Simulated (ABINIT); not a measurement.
# CdTe (F-43m): G0W0 with ABINIT, start to end

Aim: the G0W0 gap of CdTe (F-43m) on PBE, step by step.

Main program and level: ABINIT 10.8.3; PBE and many-body steps on it, plane waves.

**Experimental background.**

- Gap 1.32 ± 0.02 eV: direct optical gap from Tauc analysis, 2.5 h deposition; UV-vis diffuse reflectance; film (electrodeposited 2.5 h on FTO, nearly stoichiometric) (“Electrodeposition of CdTe Thin Films for Solar Energy Water Splitting”, 2020, pmc:7177234).

- Gap 1.592 eV: near-band-edge L1 bound-exciton energy extrapolated to 0 K (Varshni), slightly below the true gap; temperature-dependent photoluminescence; 0 K; bulk crystal (vertical Bridgman single crystal) (“Photoluminescence characteristics of Cd1-xMnxTe single crystals grown by the vertical Bridgman method”, 2012, pmc:3275455).

- Gap 1.48 ± 0.02 eV: direct optical gap from Tauc analysis, 1.5 h deposition; UV-vis diffuse reflectance; film (electrodeposited 1.5 h on FTO, Te-rich) (“Electrodeposition of CdTe Thin Films for Solar Energy Water Splitting”, 2020, pmc:7177234).

Report form: the programs' logs are mostly left out.

### Step 1. The structure

Symmetry: F-43m, No. 216, cubic system. The conventional cell has a = 6.480 Å, b = 6.480 Å, c = 6.480 Å, α = 90.00°, β = 90.00°, γ = 90.00°. Nearest to Cd lie 4 Te at 2.81 Å. Te has 4 Cd at 2.81 Å nearest. Farther neighbours and most contacts between anions are not listed.

As a file:

```cif
data_structure
_symmetry_space_group_name_H-M 'P 1'
_symmetry_Int_Tables_number 1
_cell_length_a 4.5821
_cell_length_b 4.5821
_cell_length_c 4.5821
_cell_angle_alpha 60.000
_cell_angle_beta 60.000
_cell_angle_gamma 60.000
_cell_volume 68.02
loop_
_atom_site_label
_atom_site_type_symbol
_atom_site_fract_x
_atom_site_fract_y
_atom_site_fract_z
_atom_site_occupancy
Cd1 Cd 0.00000 0.00000 0.00000 1
Te2 Te 0.25000 0.25000 0.25000 1
```

The cell and positions come from the Crystallography Open Database and are kept as given unless a step says otherwise. Spin-orbit coupling is left out unless a step names it.

### Step 2. Ground state

This step: ABINIT 10.8.3; DFT, PBE, plane waves, norm-conserving pseudopotentials.

The ground-state density comes first.

Input file run.abi:

```
acell 3*1.0 Angstrom
rprim 
  0.000000000000 3.240000000000 3.240000000000
  3.240000000000 0.000000000000 3.240000000000
  3.240000000000 3.240000000000 0.000000000000
ntypat 2
znucl 48 52
natom 2
typat 1 2
xred 
  0.000000000000 0.000000000000 0.000000000000
  0.250000000000 0.250000000000 0.250000000000
pp_dirpath "pseudos"
pseudos "Cd.upf, Te.upf"
ecut 47
ngkpt 6 6 6
nshiftk 1
shiftk 0 0 0
kptopt 1
chksymbreak 0
nband 27
occopt 1
tolvrs 1e-10
nstep 60
prtwf 0
optforces 0
optstress 0
indata_prefix "in"
outdata_prefix "out"
tmpdata_prefix "tmp"
```

Command:

```sh
$ OMP_NUM_THREADS=1 mpirun -n 4 abinit run.abi > log
```

The job ended after 35 s (4 MPI ranks of Arm Neoverse V2, shared host; peak memory 0.43 GiB; 2.3 min of CPU time).

Numbers from this step:

| Property | Result |
| --- | --- |
| total energy | -12400.0638 eV |
| gap | 0.7704 eV |
| k of the valence top | 0, 0, 0 |
| k of the conduction bottom | 0, 0, 0 |
| least direct gap | 0.7704 eV |

The gap is direct, at Γ.

### Step 3. Bands along the symmetry lines

The cheap functional maps the bands first; the places of the edges decide which points the dearer methods must see.

Input file run.abi:

```
acell 3*1.0 Angstrom
rprim 
  0.000000000000 3.240000000000 3.240000000000
  3.240000000000 0.000000000000 3.240000000000
  3.240000000000 3.240000000000 0.000000000000
ntypat 2
znucl 48 52
natom 2
typat 1 2
xred 
  0.000000000000 0.000000000000 0.000000000000
  0.250000000000 0.250000000000 0.250000000000
pp_dirpath "pseudos"
pseudos "Cd.upf, Te.upf"
ecut 47
iscf -2
irdden 1
kptopt 0
nkpt 50
kpt 
  0.00000000 0.00000000 0.00000000
  -0.06250000 -0.06250000 0.00000000
  -0.12500000 -0.12500000 0.00000000
  -0.18750000 -0.18750000 0.00000000
  -0.25000000 -0.25000000 0.00000000
  -0.31250000 -0.31250000 0.00000000
  -0.37500000 -0.37500000 0.00000000
  -0.43750000 -0.43750000 0.00000000
  -0.50000000 -0.50000000 0.00000000
  -0.48437500 -0.48437500 0.03125000
  -0.46875000 -0.46875000 0.06250000
  -0.45312500 -0.45312500 0.09375000
  -0.43750000 -0.43750000 0.12500000
  -0.42187500 -0.42187500 0.15625000
  -0.40625000 -0.40625000 0.18750000
  -0.39062500 -0.39062500 0.21875000
  -0.37500000 -0.37500000 0.25000000
  -0.37500000 0.00000000 0.37500000
  -0.32812500 0.00000000 0.32812500
  -0.28125000 0.00000000 0.28125000
  -0.23437500 0.00000000 0.23437500
  -0.18750000 0.00000000 0.18750000
  -0.14062500 0.00000000 0.14062500
  -0.09375000 0.00000000 0.09375000
  -0.04687500 0.00000000 0.04687500
  0.00000000 0.00000000 0.00000000
  0.00000000 0.00000000 0.06250000
  0.00000000 0.00000000 0.12500000
  0.00000000 0.00000000 0.18750000
  0.00000000 0.00000000 0.25000000
  0.00000000 0.00000000 0.31250000
  0.00000000 0.00000000 0.37500000
  0.00000000 0.00000000 0.43750000
  0.00000000 0.00000000 0.50000000
  -0.06250000 -0.03125000 0.46875000
  -0.12500000 -0.06250000 0.43750000
  -0.18750000 -0.09375000 0.40625000
  -0.25000000 -0.12500000 0.37500000
  -0.31250000 -0.15625000 0.34375000
  -0.37500000 -0.18750000 0.31250000
  -0.43750000 -0.21875000 0.28125000
  -0.50000000 -0.25000000 0.25000000
  -0.50000000 -0.28125000 0.21875000
  -0.50000000 -0.31250000 0.18750000
  -0.50000000 -0.34375000 0.15625000
  -0.50000000 -0.37500000 0.12500000
  -0.50000000 -0.40625000 0.09375000
  -0.50000000 -0.43750000 0.06250000
  -0.50000000 -0.46875000 0.03125000
  -0.50000000 -0.50000000 0.00000000
istwfk *1
nband 32
nbdbuf 5
tolwfr 1e-07
nstep 50
prtwf 0
prtvol 0
indata_prefix "in"
outdata_prefix "out"
tmpdata_prefix "tmp"
```

The job ended after 45 s (4 MPI ranks; peak memory 0.47 GiB).

Numbers from this step:

```
gap                        : 0.7704 eV
k of the valence top       : 0, 0, 0
k of the conduction bottom : 0, 0, 0
least direct gap           : 0.7704 eV
```

The gap is 0.770 eV, as in the run before at this level.

The electronic bands at the labelled points (eV, zero at the top of the highest filled band):

| point | band 19 | band 20 | band 21 | band 22 | band 23 | band 24 | band 25 | band 26 |
| --- | --- | --- | --- | --- | --- | --- | --- | --- |
| Γ | -8.03 | 0.00 | 0.00 | 0.00 | 0.77 | 4.62 | 4.62 | 4.62 |
| halfway | -8.00 | -2.66 | -1.08 | -1.08 | 2.95 | 3.34 | 6.49 | 6.49 |
| X | -7.53 | -4.30 | -1.86 | -1.86 | 2.62 | 2.68 | 8.83 | 9.15 |
| halfway | -7.51 | -4.27 | -2.15 | -1.78 | 2.72 | 3.25 | 8.10 | 8.50 |
| U | -7.49 | -4.20 | -2.55 | -1.54 | 2.91 | 4.53 | 7.36 | 7.48 |
| jump to K | -7.49 | -4.20 | -2.55 | -1.54 | 2.91 | 4.53 | 7.36 | 7.48 |
| halfway | -7.96 | -3.01 | -1.49 | -0.45 | 2.83 | 4.90 | 5.33 | 5.46 |
| Γ | -8.03 | 0.00 | 0.00 | 0.00 | 0.77 | 4.62 | 4.62 | 4.62 |
| halfway | -8.03 | -2.72 | -0.43 | -0.43 | 1.99 | 5.17 | 5.17 | 5.37 |
| L | -7.67 | -4.42 | -0.77 | -0.77 | 1.82 | 5.21 | 5.21 | 7.07 |
| halfway | -7.58 | -4.23 | -2.06 | -1.26 | 3.24 | 4.61 | 5.99 | 7.21 |
| W | -7.45 | -4.18 | -2.32 | -2.19 | 4.26 | 4.69 | 5.57 | 6.32 |
| halfway | -7.49 | -4.24 | -2.10 | -2.04 | 3.32 | 3.32 | 7.47 | 7.56 |
| X | -7.53 | -4.30 | -1.86 | -1.86 | 2.62 | 2.68 | 8.83 | 9.15 |

### Step 4. Empty states on the mesh, 4×4×4 mesh, 578 bands

The sums over transitions need many empty states on a uniform mesh; this step solves for them.

Input file run.abi:

```
acell 3*1.0 Angstrom
rprim 
  0.000000000000 3.240000000000 3.240000000000
  3.240000000000 0.000000000000 3.240000000000
  3.240000000000 3.240000000000 0.000000000000
ntypat 2
znucl 48 52
natom 2
typat 1 2
xred 
  0.000000000000 0.000000000000 0.000000000000
  0.250000000000 0.250000000000 0.250000000000
pp_dirpath "pseudos"
pseudos "Cd.upf, Te.upf"
ecut 47
ngkpt 4 4 4
nshiftk 1
shiftk 0 0 0
kptopt 1
chksymbreak 0
iscf -2
irdden 1
istwfk *1
nband 578
nbdbuf 52
tolwfr 1e-09
nstep 60
prtvol 0
indata_prefix "in"
outdata_prefix "out"
tmpdata_prefix "tmp"
```

It took 10 min on 4 MPI ranks; peak memory 0.94 GiB.

This step gave:

```yaml
gap: 0.7704 eV
k_of_the_valence_top: 0, 0, 0
k_of_the_conduction_bottom: 0, 0, 0
least_direct_gap: 0.7704 eV
k_points_computed: 8
lowest_point_of_the_top_converged_band_above_the_valence_top: 204.6356 eV
```

On this mesh the gap is 0.770 eV.

### Step 5. Screening, 4×4×4 mesh, 526 bands, screening to 359.2 eV

The RPA dielectric matrix is built and inverted for each q.

This step: RPA screening on PBE, plane waves, norm-conserving pseudopotentials.

Edit run.abi of step 4 so:

```diff
@@ -20,10 +20,11 @@
 chksymbreak 0
-iscf -2
-irdden 1
 istwfk *1
-nband 578
-nbdbuf 52
-tolwfr 1e-09
-nstep 60
-prtvol 0
+occopt 1
+irdwfk 1
+optdriver 3
+nband 526
+ecuteps 13.2
+inclvkb 2
+awtr 1
+symchi 1
 indata_prefix "in"
```

The job ended after 32 min (4 MPI ranks; peak memory 7.9 GiB; 2.1 h of CPU time).

Numbers from this step:

* ε∞ with local fields, on this mesh, along the program's q direction: 25.79
* the same without local fields: 27.06
* plasma frequency: 29.86 eV
* plane waves in the screening matrix: 1067

Local fields lower ε∞ by 5 %.

### Step 6. Self-energy, 4×4×4 mesh, 526 bands, screening to 359.2 eV

The self-energy is evaluated for the states that the input lists, and the levels follow from it, in one-shot runs by the linearised quasiparticle equation.

This step: G0W0 on PBE, plane waves, norm-conserving pseudopotentials.

Edit run.abi of step 5 so:

```diff
@@ -23,8 +23,19 @@
 irdwfk 1
-optdriver 3
+optdriver 4
 nband 526
+gwcalctyp 0
+ecutsigx 47
+symsigma 1
+nkptgw 3
+kptgw 
+  0.0000000000 0.0000000000 0.0000000000
+  0.5000000000 0.0000000000 0.0000000000
+  0.5000000000 0.5000000000 0.0000000000
+bdgw 
+  20 26
+  21 25
+  21 24
 ecuteps 13.2
-inclvkb 2
-awtr 1
-symchi 1
+irdscr 1
+ppmodel 1
 indata_prefix "in"
```

The job ended after 16 min (4 MPI ranks; peak memory 9.1 GiB).

This step gave:

```
G0W0 gap on the points computed              : 1.563 eV
starting gap on the mesh                     : 0.7704 eV
k of the valence top                         : 0, 0, 0
k of the conduction bottom                   : 0, 0, 0
Z at the valence top                         : 0.797
Z at the conduction bottom                   : 0.81
least direct G0W0 gap on the computed points : 1.563 eV
```

The gap on the mesh goes from 0.77 eV to 1.56 eV, a correction of +0.79 eV.

Limits: finite bands, cutoff and mesh; no spin-orbit coupling; coarse k mesh. v1 is the top filled band, c1 the lowest empty one. The levels before and after the correction (eV, zero at the valence-band top of each column):

|  | conduction bottom | valence top |
| --- | --- | --- |
| Kohn-Sham | 0.77 | 0.00 |
| G0W0 | 1.56 | 0.00 |

|  | level | energy (eV) |
| --- | --- | --- |
| Kohn-Sham | Γ v3-v1 | 0.000 |
| Kohn-Sham | Γ c1 | 0.770 |
| Kohn-Sham | Γ c2-c4 | 4.622 |
| G0W0 | Γ v3-v1 | 0.000 |
| G0W0 | Γ c1 | 1.563 |
| G0W0 | Γ c2-c4 | 5.394 |

### Step 7. Where the time went

Times are wall times on 4 MPI ranks of Arm Neoverse V2, shared host, good to a factor of about two.

| step | time | share | memory (GiB) |
| --- | --- | --- | --- |
| ground state | 35 s | 1 % | 0.43 |
| bands along the symmetry lines | 45 s | 1 % | 0.47 |
| empty states on the mesh | 10 min | 17 % | 0.94 |
| screening | 32 min | 53 % | 7.9 |
| self-energy | 16 min | 27 % | 9.1 |

### Step 8. Outcome

- PBE gap: 0.77 eV, direct
- G0W0 gap on the mesh: 1.56 eV
- GW settings: 4×4×4 mesh, 526 bands, screening to 359.2 eV, Godby-Needs plasmon pole
- known limits: not at the basis limit; mesh may overstate the screening; no spin-orbit coupling; coarse k mesh

**Reading.** G0W0 moves the gap on the mesh from 0.77 eV to 1.56 eV (+0.79 eV), with Z of 0.80 and 0.81 at the edges. Local fields lower the RPA ε∞ on this mesh from 27.06 to 25.79. Only 3 of the mesh's irreducible points were corrected, so a valley elsewhere could overtake. The dearest step here is «screening». Against experiment, by G0W0@PBE: the direct gap of 1.56 eV lies +0.24 eV from the measured 1.32 ± 0.02 eV (direct, 2020); the direct gap of 1.56 eV lies −0.03 eV from the measured 1.592 eV (exciton, 0 K, 2012); the direct gap of 1.56 eV lies +0.08 eV from the measured 1.48 ± 0.02 eV (direct, 2020). An exciton line or allowed optical edge lies below the quasiparticle gap by the binding energy; a forbidden edge can push the onset above it. The calculation has static nuclei and no excitons; a measured gap holds zero-point and thermal motion, which mostly lowers it. With atoms this heavy the missing spin-orbit coupling can matter too. Bands and cutoff are finite, so the gap is not at the basis limit. The miss can reach some tenths of an eV and take either sign; the mesh is an error of its own. In the G0W0 run levels were corrected at 3 k points alone, so a gap called «on the mesh» is the least over those, and an edge elsewhere would be missed. The 4×4×4 mesh is coarse for this cell, which bears on the long-range parts of exchange and screening. The RPA ε∞ on this mesh reaches over 25; with a narrow direct gap a coarse mesh can overstate it, and the correction is then too small.

[Paths, hosts, dates, memory and timing lines, banners, echoed tables and standing remarks are left out of the program output.]

[Logs are printed without paths, hosts, clocks, repeated set-up lines and the standing remarks that a program may print on its own settings, such as how far it seeks lower states.]

[Runs of the session that timed out or met a known fault of the program may be left out.]

[Hosts, paths, dates, database ids (printed as entryN), source tags and the programs' standing remarks are cut or masked in the printed files.]

[G0W0 gaps are taken among the corrected bands and points alone; a level outside them can change the order at an edge.]

[Where Ansatz stands beside ABINIT at settings called matched, ABINIT's density can come from a denser mesh and the files from another edition; pairs whose starting gaps differed by over 0.03 eV were left out, so agreement reads better than it is.]
